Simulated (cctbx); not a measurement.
## CaCo2WS4: precision against data quality

Space group Ama2 (no. 40), a = 10.2630 Å, b = 10.2850 Å, c = 6.4000 Å, α = 90.00°, β = 90.00°, γ = 90.00°.

```
atom  mult.       x       y       z  Ueq (Å²)
  W1      4     3/4  0.6438  0.5545    0.0057
 Co1      8  0.6252  0.2917  0.5750    0.0052
 Ca1      4       0       0  0.4922    0.0075
  S1      4     1/4  0.0580  0.2363    0.0068
  S2      4     1/4  0.8964  0.6860    0.0106
  S3      8  0.5664  0.7570  0.7291    0.0080
```

The model is made up (kin elements in a known structure type, no relaxation), so it says nothing on whether the phase exists.

Five simulated data sets (cctbx; Mo Kα, λ = 0.71073 Å; 6 % proportional error) differ in resolution or exposure (noise floor 8 counts in the first three, 8 in the last two). Each is refined with the right model, isotropic at 1.1 Å and anisotropic otherwise. How do the figures of merit and the uncertainties move?

```
d min (Å)  top counts  ⟨I/σ⟩ (unmerged, absences included)  unique  param. (scale apart)   Rint      R1  GooF  largest s.u. xyz (fractional)  s.u. U of S1 (Å²)  largest error (Å)
      1.1       40000                                  7.2     286                    19  0.042  0.0164  1.12                        0.00055             0.0009             0.0125
     0.84       40000                                  7.2     638                    41  0.042  0.0137  0.90                        0.00025             0.0006             0.0051
      0.6       40000                                  6.8    1708                    41  0.043  0.0147  0.95                        0.00013             0.0002             0.0090
     0.75         300                                  1.2     883                    41  0.223  0.0695  0.95                        0.00179             0.0043             0.0322
     0.75        3000                                  4.3     883                    41  0.058  0.0236  0.95                        0.00044             0.0010             0.0067
```

The number of reflections grows roughly as 1/d³: 286, 638 and 1708 here. R1 follows the noise rather than the truth: at 300 counts it is 0.0695, at 3000 counts 0.0236, while GooF is 0.95 and 0.95: the weights 1/σ² carry the noise. The s.u. of U (U11 where anisotropic) for S1 goes 0.0009, 0.0006, 0.0002 Å² with resolution and 0.0043, 0.0010 Å² with exposure.

Hardware for the 0.6 Å refinement: 0.54 s on 1 thread of Arm Neoverse N1, with other jobs on the host, peak memory 0.09 GiB.

[Logs are printed without paths, hosts, clocks, repeated set-up lines and the standing remarks that a program may print on its own settings, such as how far it seeks lower states.]
